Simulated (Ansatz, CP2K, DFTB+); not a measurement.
# (11,0) carbon nanotube bundle (132 atoms) in other programs, against a plane-wave reference

Wanted: errors and costs of other methods on (11,0) carbon nanotube bundle (132 atoms). A plane-wave run serves as the reference.

Program: Ansatz 0.2.0. Level of theory: Kohn-Sham DFT, PBE, PAW, plane waves. Values are calculated unless marked as measured.

## Step 1: Set-up

The cell holds 132 atoms: 132 C. Cell: a = 11.913 Å, b = 11.913 Å, c = 12.549 Å, α = 90.0°, β = 90.0°, γ = 120.0°. It derives from C (graphene). Graphene sheet (a = 2.46 Å) rolled into a (11,0) tube of diameter 8.61 Å, 3 periods, hexagonal bundle with 3.3 Å between walls; minimised with a classical potential (one cell length free) Then every atom was moved at random, 0.03 Å r.m.s. a Cartesian component. The structure's axis is c.

## Step 2: The reference run

The PAW files are the set soft_2.

File input.yaml:

```yaml
crystal:
  lattice:
    - [11.91347, 0.0, 0.0]
    - [-5.95673, 10.31736, 0.0]
    - [0.0, 0.0, 12.54944]
  atoms:
    - { symbol: C, position: [0.35658, 0.99911, 0.11831] }
    - { symbol: C, position: [0.4016, 0.11799, 0.06527] }
    - { symbol: C, position: [0.41422, 0.2255, 0.12571] }
    - { symbol: C, position: [0.39534, 0.31517, 0.06846] }
    [... 122 atom lines left out ...]
    - { symbol: C, position: [0.18978, 0.76716, 0.78593] }
    - { symbol: C, position: [0.2875, 0.87928, 0.72906] }
    - { symbol: C, position: [0.0783, 0.68716, 0.95361] }
    - { symbol: C, position: [0.19012, 0.77385, 0.89911] }
    - { symbol: C, position: [0.28797, 0.87975, 0.95214] }
    - { symbol: C, position: [0.36201, 0.00232, 0.89903] }
kpoints:
  mp_grid: { grid: [1, 1, 1] }
hamiltonian:
  xc: pbe
scf:
  occupations: { method: fermi_dirac, width: 0.05 }
output:
  forces: true
  eigenvalues: true
  populations: true
  stress: true
```

Launch:

```
$ ansatz run input.yaml --threads 4 --pin off --max-ram 8192MiB --backend cpu --events-out ev --progress --plain --runs-dir out
```

Log:

```text
[...]
Pseudopotentials: kind: paw
Pseudopotential: C, paw, valence charge 4, recommended cutoff 420 eV (normal), C.paw.azcp
[... 5 lines on functional and potentials left out ...]
Crystal: 132 atoms, lattice volume = 1542.521 Å³
Basis set: ecut = 420 eV, 30101 PW (Γ), exchange–correlation on 160×160×180 points (8 copies of the dense FFT grid, shifted against one another)
Bands: 396, of which v1, the nominal top of the filled ones, is band 264 counted from 1 (263 counted from 0)
Symmetry: 1 space group operations
Space group: P1 (ITA 1), of the structure as read, at distance tolerance 1.2e-4 Å
k-points: 1
[... 3 lines on functional and potentials left out ...]
Initial density: superposition of atomic densities (neutral atoms: chi_scale 0, normalization atom), corrected by the library's trained network
Initial wavefunctions: pseudopotential atomic-orbital guess
[...]
SCF iter   1: F=—  HF=-33095.008438 eV  |F-HF|=—  |Δ(HF+E_count)|=         —  Δρ=4.60e-3  dr2=3.65e-1  ethr=1.77e-3  ⟨swp⟩=9.0  Hψ=2108  notcnv=0  defer=84
preconditioner: auto → Resta (q_TF=auto, 2.282 Å⁻¹)  ε∞=3.1  [insulator: Δε(μ)=0.788 eV  Ē_g=15.149 eV  σ=0.050 eV  W_gap=1.00  n_scr=326 (ndim 8)  ℏωp=21.7 eV  f_vac=0.272  D(μ)=0.05/eV (n_scr^D=0)  ε∞_Penn≈3.1  vacuum switching on, ρ_ref=1.7e-2 e/Å³]
[...]
SCF iter   9: F=—  HF=-33095.085531 eV  |F-HF|=—  |Δ(HF+E_count)|=   1.03e-6  Δρ=2.97e-6  dr2=3.26e-7  ethr=2.30e-10  ⟨swp⟩=2.0  Hψ=486  notcnv=0  defer=113
SCF iter  10: F=-33095.085531 eV  HF=-33095.085531 eV  |F-HF|=3.71e-10  |Δ(HF+E_count)|=   3.69e-8  Δρ=1.13e-6  dr2=2.85e-8  ethr=1.89e-11  ⟨swp⟩=26.0  Hψ=2700  notcnv=0
SCF 1 converged in 10 iterations: F = -33095.085531 eV  dr2 = 2.85e-8
[...]
SCF converged after 10 iterations
Free energy (F): -33095.085531 eV
Harris-Foulkes:  -33095.085531 eV  (|F-HF|=3.71e-10)
Internal energy: -33095.084440 eV  (E = F + TS)
E sigma→0 (E₀):  -33095.084986 eV
Entropy (-TS):   -0.001091 eV (-0.008 meV/atom)
Fermi energy:    4.428398 eV
--- Per-component energies (eV) ---
[...]
Σ components = -33095.085531   (vs F -33095.085531, Δ=0.00e0)
--- Forces (eV/Å), atoms counted from 1 ---
  atom   1  C      0.42854468     0.16541545     1.19449538
  atom   2  C      0.78520973    -1.00292734     2.02066704
  atom   3  C      0.50210273     0.11969386    -5.50592784
  atom   4  C     -1.46497758     1.07246947    -2.01748669
[...]
atom 132  C      0.60545941    -2.71838360     0.12270396
  max |Σ_I F_I| component: 1.74e-5 eV/Å
--- Stress (GPa, compression-positive) ---
        9.456128       0.207879      -0.008839
        0.207879       8.314246       0.513064
       -0.008839       0.513064      21.037288
  P = ⅓ Tr σ = 12.9359 GPa (129.359 kbar)
--- Band table (eV) ---
  k-point 0: bands = ["-15.7544", "-15.5489", "-15.5336", "-15.1558", [... 380 levels ...], "13.1255", "13.1811", "13.2003", "13.2276", "13.2766", "13.2999", "13.3023", "13.3518", "13.3656", "13.3876", "13.4296", "13.4515"]
--- Löwdin populations: 132 sites ---
  site symbol       q [e]
     0      C      3.9564
     1      C      3.9563
     2      C      3.9557
[...]
131      C      3.9529
  spilling = 0.010209 (of n_electrons = 528.000000)
```

Run time: 22 s. Hardware: 4 threads of Intel Xeon Platinum 8124M at 3.00GHz (Skylake/Cascade Lake), shared host; peak memory 2 GiB.

The run gave:

* free energy: -33095.0855 eV
* free energy per atom: -250.7203 eV/atom
* SCF cycles: 10
* pressure: 12.94 GPa
* r.m.s. force component: 2.171 eV/Å
* longest force: 9.358 eV/Å
* Fermi energy: 4.428 eV
* gap (highest filled to lowest empty level): 0.7885 eV
* spilling of the projection: 0.01021

Length of the force by element and coordination:

```csv
element,coordination,atoms,mean length of the force (eV/Å),spread,least,most
C,all,132,3.31,1.78,0.562,9.36
```

The mean of these charges, 0.041 e, is only the charge that the projection spills.

Löwdin charges by element and coordination (they lack the spilled electrons, 0.041 e an atom on average):

```csv
element,coordination,atoms,mean charge (e),spread,least,most
C,all,132,0.0408,0.0052,0.0291,0.0515
```

The levels nearest the highest filled one (over half full), pooled over k-points and spins:

```csv
level less the highest filled one (eV),occupation
-1.50,2
-1.23,2
-0.577,2
-0.150,2
-0.0529,2
0,2.00
0.788,0.001
0.804,0
0.949,0
1.02,0
1.09,0
1.21,0
```

## Step 3: The other programs

The programs:
- CP2K 2026.2: Gaussian basis with GTH pseudopotentials and a plane-wave density; labels give functional, basis (MOLOPT sets; SR short-range, UZH the newer set with its own potentials), grid cutoff/relative cutoff and solver (OT: orbital transformation; TRS4, TC2, SIGN: linear-scaling purification with its sparsity filter), or its built-in tight binding.
- DFTB+ 25.1: tight binding, with Slater–Koster sets (DFTB) or xTB through its tblite library.

All use the same cell and atoms; the electronic-structure runs use the same k-mesh, and an electronic temperature of 580 K (0.05 eV) where levels are smeared.

Differences are against the plane-wave reference, forces as r.m.s. over components; share is that over the reference's r.m.s. force, slope the least-squares factor from reference forces to these. Total energies of different programs have different zeros and aren't compared.

```csv
run,"Δ force, r.m.s. (meV/Å)",share (%),slope,Δ pressure (GPa),Δ gap (eV),cores,CPU time,memory (GiB)
reference,-,-,-,-,-,4,80 s,2.0
"CP2K PBE+D3, DZVP-MOLOPT-SR, 450/50 Ry, diagonalisation",55.4,2.55,1.019,0.497,0.0043,4,19 min,4.3
"CP2K PBE, DZVP-MOLOPT-SR, 450/50 Ry, diagonalisation",38.7,1.78,1.015,0.669,0.0043,4,19 min,4.2
DFTB+ DFTB 3ob-3-1,522,24.0,1.231,5.22,-0.0759,1,1.7 s,0.13
DFTB+ DFTB mio-1-1,764,35.2,1.337,6.31,-0.0772,1,1.6 s,0.13
DFTB+ GFN1-xTB,109,5.02,0.985,-1.59,-0.129,1,4.1 s,0.13
```

CPU time is summed over cores on a shared host, where runs went side by side, so it is rough. Symmetry, cutoffs, thresholds, outputs and thread counts weren't matched or tuned between programs; memory under MPI is the largest rank's times the ranks.

## Step 4: Summary of results

```yaml
reference_r_m_s_force_component: 2.17 eV/Å
nearest_in_forces: CP2K PBE, DZVP-MOLOPT-SR, 450/50 Ry, diagonalisation, 1.8 %
farthest_in_forces: DFTB+ DFTB mio-1-1, 35 %
cheapest_electronic_structure_run_beside_the_reference: DFTB+ DFTB mio-1-1, 1.6 s of CPU time
```

In words: The PBE run in local orbitals differs by 1.8 % (CP2K PBE, DZVP-MOLOPT-SR, 450/50 Ry, diagonalisation); basis, grid and potentials can all enter. Tight binding differs by 5.0 % (DFTB+ GFN1-xTB) to 35 % (DFTB+ DFTB mio-1-1); it is another model, with fitted parameters of its own, and the xTB methods hold dispersion. Rows with another functional or a dispersion term differ by 2.6 % (CP2K PBE+D3, DZVP-MOLOPT-SR, 450/50 Ry, diagonalisation), which mixes the change of model with differences of basis and potentials. Of the electronic-structure runs that take under half the reference's CPU time, DFTB+ GFN1-xTB comes nearest, at 5.0 % in 4.1 s against 80 s; its pressure misses by -1.6 GPa. PBE gaps agree with the reference's 0.788 eV within 0.005 eV. These are spacings on the run's k-points, which needn't hold the band edges. In the reference: filled and empty levels are parted by 0.788 eV at Γ alone; the mesh holds the band edges only if they fold onto it, so the gap at this level can be narrower or closed, while semilocal functionals tend to narrow gaps against experiment. In the reference: Löwdin charges run from +0.03 to +0.05 e, about a mean that is the spilled charge alone. Periodic xTB results under one method name differ between programs and library versions (DFTB+ here holds tblite 0.3). The reference's stress is far from hydrostatic: its diagonal is 9.5, 8.3, 21.0 GPa, compression counted positive. The reference's pressure of 13 GPa belongs to unrelaxed atoms and would change as they relax. The electronic-structure runs sample only Γ, in a cell whose shortest periodic width is 10 Å.

[Long decimals in the printed logs are rounded to 6 places.]

[Also dropped from logs without a mark: lines with file paths, logging warnings of Python, QE's lines on negative density and diagonalisation, SIESTA's first energy breakdown, zero terms and Voronoi charges.]

[Logs are printed without paths, hosts, clocks, repeated set-up lines and the standing remarks that a program may print on its own settings, such as how far it seeks lower states.]

[Hosts, paths, dates, database ids (printed as entryN), source tags and the programs' standing remarks are cut or masked in the printed files.]

[Not all failed runs are listed: runs killed by the host, ended in a Python traceback or in CONQUEST's support-function errors, and SIESTA runs with faulty potentials for Cu, Fe, Ni or Zn are left out.]
